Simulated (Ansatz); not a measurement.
# Se on Ru(0001): change of the work function, part 3 of 4

Aim: the work function of Ru(0001) at several coverages of Se (fcc site), and the dipole that each adsorbate carries.

Ansatz 0.2.0; plane-wave DFT, PBE, Ansatz PAW.

So far, work function, upper face (eV): step 2 (the clean slab) 5.05; step 3 (37 atoms, coverage 0.111 ML, cell 3x3) 4.98.

### 4. Adsorbate added, k-mesh 6×6×1, coverage 0.25 ML

System of this step: Se/Ru(0001). The cell holds 17 atoms: 16 Ru and 1 Se. Its edges and angles: a = 5.400 Å, b = 5.400 Å, c = 26.634 Å, α = 90.0°, β = 90.0°, γ = 60.0°. Vacuum lies along c.

Another coverage, to see how the dipoles act on each other as their distance changes.

input.yaml reads:

```yaml
crystal:
  lattice:
    - [5.4, 0.0, 0.0]
    - [2.7, 4.6765371804, 0.0]
    - [0.0, 0.0, 26.6344171137]
  atoms:
    - { symbol: Ru, position: [0.3333333333, 0.3333333333, 0.3379086526] }
    - { symbol: Ru, position: [0.0, 0.0, 0.4181957485] }
    - { symbol: Ru, position: [0.3333333333, 0.3333333333, 0.4992108029] }
    - { symbol: Ru, position: [0.0, 0.0, 0.5774974233] }
    - { symbol: Ru, position: [0.3333333333, 0.8333333333, 0.3379086526] }
    - { symbol: Ru, position: [0.0, 0.5, 0.4181957485] }
    - { symbol: Ru, position: [0.3333333333, 0.8333333333, 0.4992108029] }
    - { symbol: Ru, position: [0.0, 0.5, 0.5774974233] }
    - { symbol: Ru, position: [0.8333333333, 0.3333333333, 0.3379086526] }
    - { symbol: Ru, position: [0.5, 0.0, 0.4181957485] }
    - { symbol: Ru, position: [0.8333333333, 0.3333333333, 0.4992108029] }
    - { symbol: Ru, position: [0.5, 0.0, 0.5774974233] }
    - { symbol: Ru, position: [0.8333333333, 0.8333333333, 0.3379086526] }
    - { symbol: Ru, position: [0.5, 0.5, 0.4181957485] }
    - { symbol: Ru, position: [0.8333333333, 0.8333333333, 0.4992108029] }
    - { symbol: Ru, position: [0.5, 0.5, 0.5774974233] }
    - { symbol: Se, position: [0.1666666667, 0.1666666667, 0.6620913474] }
kpoints:
  mp_grid: { grid: [6, 6, 1] }
hamiltonian:
  xc: pbe
scf:
  occupations: { method: fermi_dirac, width: 0.1 }
  convergence: { dr2_threshold: 1.0e-08 }
efield:
  axis: 3
  dipole_correction: true
  ramp_position: 0.97
  ramp_width: 0.06
relax:
  f_tol: 0.02
  max_steps: 60
  constraints: [{ sites: [0, 1, 4, 5, 8, 9, 12, 13] }]
output:
  dos: { projected: true, e_range: [-8, 4] }
  write_potential: true
  write_density: true
  volumetric_format: npy
  elf: true
```

Run with:

```
$ ansatz run input.yaml --threads 4 --pin off --max-ram 16384MiB --backend cpu --events-out ev --progress --plain --runs-dir out
```

Numbers of over 12 decimals in the logs are rounded to 6 here.

The program printed:

```text
[...]
Crystal: 17 atoms, lattice volume = 672.607 Å³
Basis set: ecut = 420 eV, 13055 PW (Γ), exchange–correlation on 80×80×360 points (8 copies of the dense FFT grid, shifted against one another)
Bands: 164, of which v1, the nominal top of the filled ones, is band 136 counted from 1 (135 counted from 0)
Symmetry: 6 space group operations
[...]
k-points: 7 of 36 (time reversal used)
[...]
SCF iter   1: F=—  HF=-99522.053162 eV  |F-HF|=—  |Δ(HF+E_count)|=         —  Δρ=1.04e-2  dr2=4.30e0  ethr=1.77e-3  p=0.012 e·Å  D=3.12e-3 V/Å  ΔV_dip=-0.08 eV  dr2_dipole=1.55e-2  V_vac-E_F(+/−)=4.64/4.73 eV  ⟨swp⟩=8.1  Hψ=4718  notcnv=0  defer=2
[...]
SCF iter  10: F=-99521.930691 eV  HF=-99521.930691 eV  |F-HF|=1.42e-8  |Δ(HF+E_count)|=   3.62e-8  Δρ=4.54e-7  dr2=2.04e-9  ethr=3.68e-12  p=-0.027 e·Å  D=-7.23e-3 V/Å  ΔV_dip=0.19 eV  dr2_dipole=1.33e-10  V_vac-E_F(+/−)=5.23/5.04 eV  ⟨swp⟩=12.7  Hψ=8346  notcnv=0
SCF 1 converged in 10 iterations: F = -99521.930691 eV  dr2 = 2.04e-9
[...]
relax step   1: F+E_penalty+E_count = -99521.93069128 eV  Δ(F+E_penalty+E_count) = +0.000e0 eV  max|allowed force component| = 2.786e0 eV/Å  Δτ_max = 0.0000 Å  (10 SCF iters, accepted)
[...]
SCF iter   1: F=—  HF=-99522.439157 eV  |F-HF|=—  |Δ(HF+E_count)|=         —  Δρ=3.73e-3  dr2=2.85e-1  ethr=8.43e-5  p=-0.027 e·Å  D=-7.23e-3 V/Å  ΔV_dip=0.19 eV  dr2_dipole=4.76e-3  V_vac-E_F(+/−)=5.23/5.04 eV  ⟨swp⟩=2.0  Hψ=4004  notcnv=0  defer=4
[...]
eigensolver tolerance schedule calibrated: the retry pair's looser diagonalisation under-reported the residual by θ = 0.19 (0.12/decade); ethr = c·dr2/N_el runs at the constant in force after the calibration composes with the one it found (an armed cap, an earlier calibration), c = 6.5e-2
[...]
SCF iter   2: F=—  HF=-99522.429265 eV  |F-HF|=—  |Δ(HF+E_count)|=   9.89e-3  Δρ=2.28e-3  dr2=8.52e-2  ethr=6.79e-5  p=0.026 e·Å  D=6.87e-3 V/Å  ΔV_dip=-0.18 eV  dr2_dipole=1.38e-2  V_vac-E_F(+/−)=4.86/5.04 eV  ⟨swp⟩=2.3  Hψ=1807  notcnv=0  defer=4
[...]
SCF iter   9: F=-99522.414239 eV  HF=-99522.414239 eV  |F-HF|=4.15e-8  |Δ(HF+E_count)|=   1.92e-7  Δρ=8.89e-7  dr2=8.97e-9  ethr=2.39e-12  p=0.007 e·Å  D=1.87e-3 V/Å  ΔV_dip=-0.05 eV  dr2_dipole=5.40e-10  V_vac-E_F(+/−)=4.99/5.04 eV  ⟨swp⟩=13.4  Hψ=8857  notcnv=0
SCF 2 converged in 9 iterations: F = -99522.414239 eV  dr2 = 8.97e-9
relax step   2: F+E_penalty+E_count = -99522.41423950 eV  Δ(F+E_penalty+E_count) = -4.835e-1 eV  max|allowed force component| = 1.076e0 eV/Å  Δτ_max = 0.1949 Å  (9 SCF iters, accepted)
SCF iter   1: F=—  HF=-99522.489352 eV  |F-HF|=—  |Δ(HF+E_count)|=         —  Δρ=5.09e-3  dr2=5.82e-1  ethr=1.39e-3  p=0.007 e·Å  D=1.87e-3 V/Å  ΔV_dip=-0.05 eV  dr2_dipole=1.56e-1  V_vac-E_F(+/−)=5.00/5.05 eV  ⟨swp⟩=4.3  Hψ=2371  notcnv=0  defer=4
[...]
SCF iter  10: F=-99522.448658 eV  HF=-99522.448658 eV  |F-HF|=1.62e-8  |Δ(HF+E_count)|=   1.74e-8  Δρ=3.84e-7  dr2=1.93e-9  ethr=3.68e-12  p=0.023 e·Å  D=6.23e-3 V/Å  ΔV_dip=-0.17 eV  dr2_dipole=1.27e-10  V_vac-E_F(+/−)=4.90/5.06 eV  ⟨swp⟩=12.4  Hψ=8165  notcnv=0
SCF 3 converged in 10 iterations: F = -99522.448658 eV  dr2 = 1.93e-9
relax step   3: F+E_penalty+E_count = -99522.44865767 eV  Δ(F+E_penalty+E_count) = -3.442e-2 eV  max|allowed force component| = 5.238e-1 eV/Å  Δτ_max = 0.1869 Å  (10 SCF iters, accepted)
[...]
relax step   4: F+E_penalty+E_count = -99522.47697631 eV  Δ(F+E_penalty+E_count) = -2.832e-2 eV  max|allowed force component| = 5.917e-2 eV/Å  Δτ_max = 0.0734 Å  (9 SCF iters, accepted)
[...]
relax step   5: F+E_penalty+E_count = -99522.47730247 eV  Δ(F+E_penalty+E_count) = -3.262e-4 eV  max|allowed force component| = 2.463e-2 eV/Å  Δτ_max = 0.0044 Å  (7 SCF iters, accepted)
SCF iter   1: F=—  HF=-99522.476689 eV  |F-HF|=—  |Δ(HF+E_count)|=         —  Δρ=7.09e-5  dr2=6.53e-5  ethr=1.58e-7  p=0.019 e·Å  D=5.22e-3 V/Å  ΔV_dip=-0.14 eV  dr2_dipole=1.32e-6  V_vac-E_F(+/−)=4.92/5.06 eV  ⟨swp⟩=2.1  Hψ=1859  notcnv=0
[...]
SCF iter   6: F=-99522.477341 eV  HF=-99522.477341 eV  |F-HF|=2.34e-8  |Δ(HF+E_count)|=   4.67e-8  Δρ=3.88e-7  dr2=1.45e-9  ethr=3.68e-12  p=0.020 e·Å  D=5.29e-3 V/Å  ΔV_dip=-0.14 eV  dr2_dipole=1.81e-10  V_vac-E_F(+/−)=4.91/5.06 eV  ⟨swp⟩=10.9  Hψ=7981  notcnv=0
SCF 6 converged in 6 iterations: F = -99522.477341 eV  dr2 = 1.45e-9
relax step   6: F+E_penalty+E_count = -99522.47734115 eV  Δ(F+E_penalty+E_count) = -3.868e-5 eV  max|allowed force component| = 3.090e-3 eV/Å  Δτ_max = 0.0011 Å  (6 SCF iters, accepted)
[...]
SCF converged after 6 iterations
Free energy (F): -99522.477341 eV
[...]
Internal energy: -99521.883399 eV  (E = F + TS)
E sigma→0 (E₀):  -99522.180370 eV
Entropy (-TS):   -0.593942 eV (-34.938 meV/atom)
Fermi energy:    4.740690 eV
Dipole field:    D = 0.005283 V/Å  (p = 0.019638 e·Å, saw-weighted, corrected)
Work function:   Φ+ = 4.9143 eV   Φ− = 5.0550 eV
[...]
--- Forces (eV/Å), atoms counted from 1 ---
  atom   1  Ru     0.01932069     0.01115480     0.45210351
  atom   2  Ru     0.02078206     0.01199853    -0.46904650
  atom   3  Ru     0.00078210     0.00045154     0.00101860
  atom   4  Ru    -0.00254721    -0.00147063    -0.00024031
  atom   5  Ru     0.00000000    -0.02230961     0.45210351
  atom   6  Ru    -0.00000000    -0.02399705    -0.46904650
  atom   7  Ru    -0.00000000    -0.00090309     0.00101860
  atom   8  Ru    -0.00000000     0.00294126    -0.00024031
  atom   9  Ru    -0.01932069     0.01115480     0.45210351
  atom  10  Ru    -0.02078206     0.01199853    -0.46904650
  atom  11  Ru    -0.00078210     0.00045154     0.00101860
  atom  12  Ru     0.00254721    -0.00147063    -0.00024031
  atom  13  Ru     0.00000000    -0.00000000     0.39746465
  atom  14  Ru    -0.00000000    -0.00000000    -0.34524535
  atom  15  Ru    -0.00000000    -0.00000000     0.00019778
  atom  16  Ru    -0.00000000     0.00000000    -0.00308960
  atom  17  Se    -0.00000000     0.00000000    -0.00083045
  max |Σ_I F_I| component: 2.94e-6 eV/Å
--- Band table (eV; the first three rows and the last of 7) ---
  k-point 0: bands = [... 132 lower, 5.1623, 5.1623, 5.5197, 5.6588, 5.6588, 5.8524, 5.8791, 5.8791, ... 24 higher]
  k-point 1: bands = [... 132 lower, 4.8638, 4.9668, 5.0500, 5.2688, 5.3037, 5.5280, 5.6506, 5.7517, ... 24 higher]
  k-point 2: bands = [... 132 lower, 4.3094, 4.3935, 4.4966, 4.5748, 4.7186, 4.9969, 5.0368, 5.1152, ... 24 higher]
  k-point 6: bands = [... 132 lower, 4.1493, 4.2491, 4.2850, 4.3835, 4.6867, 4.9013, 4.9104, 4.9659, ... 24 higher]
--- Relaxed structure (6 steps of the walk, 6 accepted, 0 SCFs on fresh bases) ---
  F+E_penalty+E_count = -99522.47734115 eV   max|allowed force component| = 3.090e-3 eV/Å
  atoms:
    - { symbol: Ru, position: [0.333333, 0.333333, 0.337909] }
[...]
- { symbol: Ru, position: [0.333509, 0.333509, 0.499371] }
    - { symbol: Ru, position: [0.000944399, 0.000944399, 0.578079] }
    - { symbol: Ru, position: [0.333333, 0.833333, 0.337909] }
    - { symbol: Ru, position: [5.551115123125783e-17, 0.5, 0.4181957485] }
    - { symbol: Ru, position: [0.333509, 0.832982, 0.499371] }
    - { symbol: Ru, position: [0.000944399, 0.498111, 0.578079] }
    - { symbol: Ru, position: [0.833333, 0.333333, 0.337909] }
    - { symbol: Ru, position: [0.5, 2.6667121670171404e-17, 0.4181957485] }
    - { symbol: Ru, position: [0.832982, 0.333509, 0.499371] }
    - { symbol: Ru, position: [0.498111, 0.000944399, 0.578079] }
    - { symbol: Ru, position: [0.833333, 0.833333, 0.337909] }
    - { symbol: Ru, position: [0.5, 0.5, 0.4181957485] }
    - { symbol: Ru, position: [0.833333, 0.833333, 0.497460] }
    - { symbol: Ru, position: [0.5, 0.5, 0.577557] }
    - { symbol: Se, position: [0.166667, 0.166667, 0.650526] }
```

Wall time 2.5 min (4 threads of Arm Neoverse V1, shared host); peak memory 2.7 GiB.

Step by step:

| step | energy less that of the first step (eV) | largest force component (eV/Å) |
| --- | --- | --- |
| 1 | 0.0000 | 2.7859 |
| 2 | -0.4835 | 1.0762 |
| 3 | -0.5180 | 0.5238 |
| 4 | -0.5463 | 0.0592 |
| 5 | -0.5466 | 0.0246 |
| 6 | -0.5467 | 0.0031 |

Forces are held to the 6 operations that the run works with; a distortion that breaks them can't arise in this run.

The atoms that moved most (Å):

| atom | dx | dy | dz | length |
| --- | --- | --- | --- | --- |
| Se17 | 0.000 | 0.000 | -0.308 | 0.308 |
| Ru15 | 0.000 | 0.000 | -0.047 | 0.047 |
| Ru4 | 0.008 | 0.004 | 0.015 | 0.018 |
| Ru8 | 0.000 | -0.009 | 0.015 | 0.018 |
| Ru12 | -0.008 | 0.004 | 0.015 | 0.018 |

Final coordinates:

```cif
data_structure
_symmetry_space_group_name_H-M 'P 1'
_symmetry_Int_Tables_number 1
_cell_length_a 5.4000
_cell_length_b 5.4000
_cell_length_c 26.6344
_cell_angle_alpha 90.000
_cell_angle_beta 90.000
_cell_angle_gamma 60.000
_cell_volume 672.61
loop_
_atom_site_label
_atom_site_type_symbol
_atom_site_fract_x
_atom_site_fract_y
_atom_site_fract_z
_atom_site_occupancy
Ru1 Ru 0.33333 0.33333 0.33791 1
Ru2 Ru 0.00000 0.00000 0.41820 1
Ru3 Ru 0.33351 0.33351 0.49937 1
Ru4 Ru 0.00094 0.00094 0.57808 1
Ru5 Ru 0.33333 0.83333 0.33791 1
Ru6 Ru 0.00000 0.50000 0.41820 1
Ru7 Ru 0.33351 0.83298 0.49937 1
Ru8 Ru 0.00094 0.49811 0.57808 1
Ru9 Ru 0.83333 0.33333 0.33791 1
Ru10 Ru 0.50000 0.00000 0.41820 1
Ru11 Ru 0.83298 0.33351 0.49937 1
Ru12 Ru 0.49811 0.00094 0.57808 1
Ru13 Ru 0.83333 0.83333 0.33791 1
Ru14 Ru 0.50000 0.50000 0.41820 1
Ru15 Ru 0.83333 0.83333 0.49746 1
Ru16 Ru 0.50000 0.50000 0.57756 1
Se17 Se 0.16667 0.16667 0.65053 1
```

This step gave:

| Item | Value |
| --- | --- |
| energy at zero smearing | -99522.1804 eV |
| work function, upper face | 4.914 eV |
| work function, lower face | 5.055 eV |
| dipole along the normal | 0.01964 e·Å |
| step between the vacuum levels | -0.1407 eV |

The density of states has structure finer than the step of the table below, so its rows give means over 0.25 eV, whole bins alone (the curve runs from -8 to 1.98 eV). Peaks (eV: height): -4.420: 44.7, -3.310: 60.3, -2.620: 46.5, -2.110: 47.5, -1.740: 50.8, -1.680: 43.1, 1.650: 39.9.

Table of density of states by energy, zero at the Fermi level; means over each step:

| energy (eV) | density of states (states/eV a cell) |
| --- | --- |
| -7.75 | 0 |
| -7.50 | 0.205 |
| -7.25 | 0.907 |
| -7.00 | 0.919 |
| -6.75 | 1.04 |
| -6.50 | 1.14 |
| -6.25 | 1.91 |
| -6.00 | 9.85 |
| -5.75 | 18.5 |
| -5.50 | 20.5 |
| -5.25 | 21.6 |
| -5.00 | 18.6 |
| -4.75 | 20.8 |
| -4.50 | 26.4 |
| -4.25 | 23.1 |
| -4.00 | 19.5 |
| -3.75 | 20.6 |
| -3.50 | 15.3 |
| -3.25 | 23.9 |
| -3.00 | 18.8 |
| -2.75 | 29.9 |
| -2.50 | 24.9 |
| -2.25 | 25.2 |
| -2.00 | 35.1 |
| -1.75 | 29.9 |
| -1.50 | 23.1 |
| -1.25 | 19.7 |
| -1.00 | 18.1 |
| -0.75 | 14.3 |
| -0.50 | 20.5 |
| -0.25 | 19.3 |
| 0.00 | 17.1 |
| 0.25 | 18.9 |
| 0.50 | 15.8 |
| 0.75 | 23.0 |
| 1.00 | 27.6 |
| 1.25 | 26.8 |
| 1.50 | 24.5 |
| 1.75 | 18.3 |

Projected DOS per atom over height of the atomic layer and energy from the Fermi level. Layers: Ru4 Ru4 Ru4 Ru4 Se from below.

Ten even steps from '_' (0.00 states/eV) to '@' (2.43 states/eV), each cell a mean:
```
------==::
++####++::
##******..
++==----..
**----++..
**----++..
++----==--
##====**::
@@++++##::
********::
****##**--
--======**
======----
==++====--
++**++**++
--++++==::
::##%%==::
__====..__
__________
__________
__________
__________
```
Columns: height of the atomic layer (Å) from 9 to 17.3 (not evenly spaced); rows upwards: energy from the Fermi level (eV) from -7.96 to 1.95.

Valence density in the ca plane at fractional y = 0.000, with atoms of Ru within 0.2 Å of it. It is the smooth field of the valence electrons, not physical close to the nuclei.

Ten steps, logarithmic in the rise over the least value, from '0' (0.00 × 1e0 e/Å³) to '9' (9.69 × 1e0 e/Å³), each cell a mean:
```
23333589985333333589974210000000000000000000
34433367764334433467752100000000000000000000
45543334433345543334432100000000000000000000
46653333333356643333321100000000000000000000
35543346643345443356542100000000000000000000
33333478874333333579863110000000000000000000
23333589985333333699984211000000000000000000
23333589985333333689974322110000000000000000
34433467764334433467753333321000000000000000
45543334433345543334433444421000000000000000
46653333333346643333333445421000000000000000
35543345543345543356543344321000000000000000
33333478874333333579864333210000000000000000
23333589985333333699984221100000000000000000
```
Columns run along c (16.0 Å, from fractional 0.31 to 0.91 of the cell), rows up along a (5.4 Å). Atoms in or near the plane, at fractional coordinates: Ru at (0.42, 0.00), Ru at (0.58, 0.00), Ru at (0.42, 0.50), Ru at (0.58, 0.50).

Electrostatic potential energy in the ca plane at fractional y = 0.000, with atoms of Ru within 0.2 Å of it. With pseudopotentials it is smooth inside the atoms' cores, unlike the true potential.

Values in eV, 8 rows by 16 columns, each cell a mean:
```
  2   2 -49 -37   2   2 -28 -54   4   9  10  10  10  10  10  10
-15  -3  -2   0  -8 -10   2  -2   8  10  10  10  10  10  10  10
 -9  -1 -11  -6  -5  -6  -3 -12   7  10  10  10  10  10  10  10
  5   2 -61 -47   4   4 -38 -68   2   9  10  10  10  10  10  10
  3   2 -50 -37   3   2 -29 -56   1   5   9  10  10  10  10  10
-15  -3  -1   1  -7 -11   1  -3  -4  -8   8  10  10  10  10  10
 -9  -1 -11  -6  -4  -7  -4 -14  -2  -5   8  10  10  10  10  10
  5   2 -61 -47   4   4 -38 -68   1   7   9  10  10  10  10  10
```
Columns run along c (16.0 Å, from fractional 0.31 to 0.91 of the cell; values clipped at the 3rd and 97th percentile), rows up along a (5.4 Å). Atoms in or near the plane, at fractional coordinates: Ru at (0.42, 0.00), Ru at (0.58, 0.00), Ru at (0.42, 0.50), Ru at (0.58, 0.50).

ELF in the ca plane at fractional y = 0.000, with atoms of Ru within 0.2 Å of it. It is the smooth field of the valence electrons, not physical close to the nuclei.

Values, 8 rows by 16 columns, each cell a mean:
```
0.28 0.27 0.51 0.46 0.27 0.28 0.41 0.55 0.20 0.18 0.07 0.01 0.00 0.00 0.00 0.00
0.37 0.28 0.29 0.29 0.30 0.31 0.28 0.30 0.19 0.04 0.00 0.00 0.00 0.00 0.00 0.00
0.32 0.27 0.33 0.31 0.29 0.29 0.29 0.35 0.18 0.06 0.01 0.00 0.00 0.00 0.00 0.00
0.31 0.28 0.52 0.49 0.28 0.29 0.45 0.54 0.25 0.31 0.13 0.02 0.00 0.00 0.00 0.00
0.29 0.27 0.51 0.46 0.28 0.27 0.44 0.54 0.47 0.71 0.45 0.07 0.00 0.00 0.00 0.00
0.37 0.28 0.28 0.28 0.29 0.32 0.28 0.28 0.61 0.80 0.64 0.13 0.01 0.00 0.00 0.00
0.32 0.27 0.33 0.31 0.28 0.29 0.31 0.35 0.58 0.79 0.61 0.12 0.01 0.00 0.00 0.00
0.31 0.28 0.51 0.49 0.29 0.29 0.46 0.52 0.41 0.63 0.36 0.05 0.00 0.00 0.00 0.00
```
Columns run along c (16.0 Å, from fractional 0.31 to 0.91 of the cell), rows up along a (5.4 Å). Atoms in or near the plane, at fractional coordinates: Ru at (0.42, 0.00), Ru at (0.58, 0.00), Ru at (0.42, 0.50), Ru at (0.58, 0.50).

The relaxation took 6 steps and lowered the energy by 0.55 eV; the largest force on the free atoms ends at 0.0031 eV/Å.

By hand: a sheet of dipoles makes a step −p/(ε₀A) in the electron's potential. With e/ε₀ = 180.95 V·Å, p = 0.01964 e·Å and A = 25.25 Å², that is −180.95 × (0.01964) / 25.25 = -0.141 eV, and the two vacuum levels of the run differ by -0.141 eV.

The covered face has 4.91 eV, -0.13 eV against the clean one; the bare back face has moved by -0.02 eV, a measure of how thin the slab is.

### 5. Adsorbate added, k-mesh 6×6×1, coverage 0.5 ML

System of this step: Se/Ru(0001). The cell holds 18 atoms: 16 Ru and 2 Se. Its edges and angles: a = 5.400 Å, b = 5.400 Å, c = 26.634 Å, α = 90.0°, β = 90.0°, γ = 60.0°. Vacuum lies along c.

Another coverage, to see how the dipoles act on each other as their distance changes.

input.yaml: that of step 4 with these lines changed.

```diff
@@ -23,2 +23,3 @@
     - { symbol: Se, position: [0.1666666667, 0.1666666667, 0.6620913474] }
+    - { symbol: Se, position: [0.6666666667, 0.1666666667, 0.6620913474] }
 kpoints:
```

The program printed:

```text
[...]
Crystal: 18 atoms, lattice volume = 672.607 Å³
Basis set: ecut = 420 eV, 13055 PW (Γ), exchange–correlation on 80×80×360 points (8 copies of the dense FFT grid, shifted against one another)
Bands: 173, of which v1, the nominal top of the filled ones, is band 144 counted from 1 (143 counted from 0)
Symmetry: 4 space group operations
[...]
- { symbol: Ru, position: [0.833333, 0.833333, 0.337909] }
    - { symbol: Ru, position: [0.500000, 0.500000, 0.4181957485] }
    - { symbol: Ru, position: [0.832359, 0.835282, 0.498180] }
    - { symbol: Ru, position: [0.500984, 0.498032, 0.577808] }
    - { symbol: Se, position: [0.150118, 0.199764, 0.653605] }
    - { symbol: Se, position: [0.650118, 0.199764, 0.653605] }
[key lines of the parts left out:]
SCF converged after 6 iterations
Free energy (F): -104992.394638 eV
Fermi energy:    5.395102 eV
Dipole field:    D = 0.022905 V/Å  (p = 0.085141 e·Å, saw-weighted, corrected)
Work function:   Φ+ = 4.4317 eV   Φ− = 5.0418 eV
```

Wall time 4.6 min (4 threads); peak memory 3.2 GiB; 18 min of CPU time.

Relaxation path:

| step | energy less that of the first step (eV) | largest force component (eV/Å) |
| --- | --- | --- |
| 1 | 0.0000 | 1.3760 |
| 2 | -0.4640 | 0.3877 |
| 3 | -0.4907 | 0.1222 |
| 4 | -0.5009 | 0.0396 |
| 5 | -0.5014 | 0.0171 |

Forces are held to the 4 operations that the run works with; a distortion that breaks them can't arise in this run.

The atoms that moved most (Å):

| atom | dx | dy | dz | length |
| --- | --- | --- | --- | --- |
| Se18 | 0.000 | 0.155 | -0.226 | 0.274 |
| Se17 | 0.000 | 0.155 | -0.226 | 0.274 |
| Ru4 | 0.000 | -0.003 | 0.039 | 0.039 |
| Ru12 | 0.000 | -0.003 | 0.039 | 0.039 |
| Ru15 | 0.000 | 0.009 | -0.027 | 0.029 |
| Ru7 | 0.000 | 0.009 | -0.027 | 0.029 |
| Ru8 | 0.000 | -0.009 | 0.008 | 0.012 |
| Ru16 | 0.000 | -0.009 | 0.008 | 0.012 |

The relaxed structure:

```
Ru Se
1.0
     5.40000    0.00000    0.00000
     2.70000    4.67654    0.00000
     0.00000    0.00000   26.63442
Ru Se
16 2
Cartesian
  2.7000 1.5588 9.0000
  0.0000 0.0000 11.1384
  2.7000 1.5622 13.3021
  0.0000 -0.0027 15.4198
  4.0500 3.8971 9.0000
  1.3500 2.3383 11.1384
  4.0500 3.9062 13.2687
  1.3500 2.3291 15.3896
  5.4000 1.5588 9.0000
  2.7000 0.0000 11.1384
  5.4000 1.5622 13.3021
  2.7000 -0.0027 15.4198
  6.7500 3.8971 9.0000
  4.0500 2.3383 11.1384
  6.7500 3.9062 13.2687
  4.0500 2.3291 15.3896
  1.3500 0.9342 17.4084
  4.0500 0.9342 17.4084
```

(Continued in part 4 of 4.)

[Logs are printed without paths, hosts, clocks, repeated set-up lines and the standing remarks that a program may print on its own settings, such as how far it seeks lower states.]

[Hosts, paths, dates, database ids (printed as entryN), source tags and the programs' standing remarks are cut or masked in the printed files.]

[Maps of the electrostatic potential energy from Ansatz leave out the sawtooth potential of an applied field or a dipole correction, so their vacuum need not be flat; planar profiles and work functions include it.]
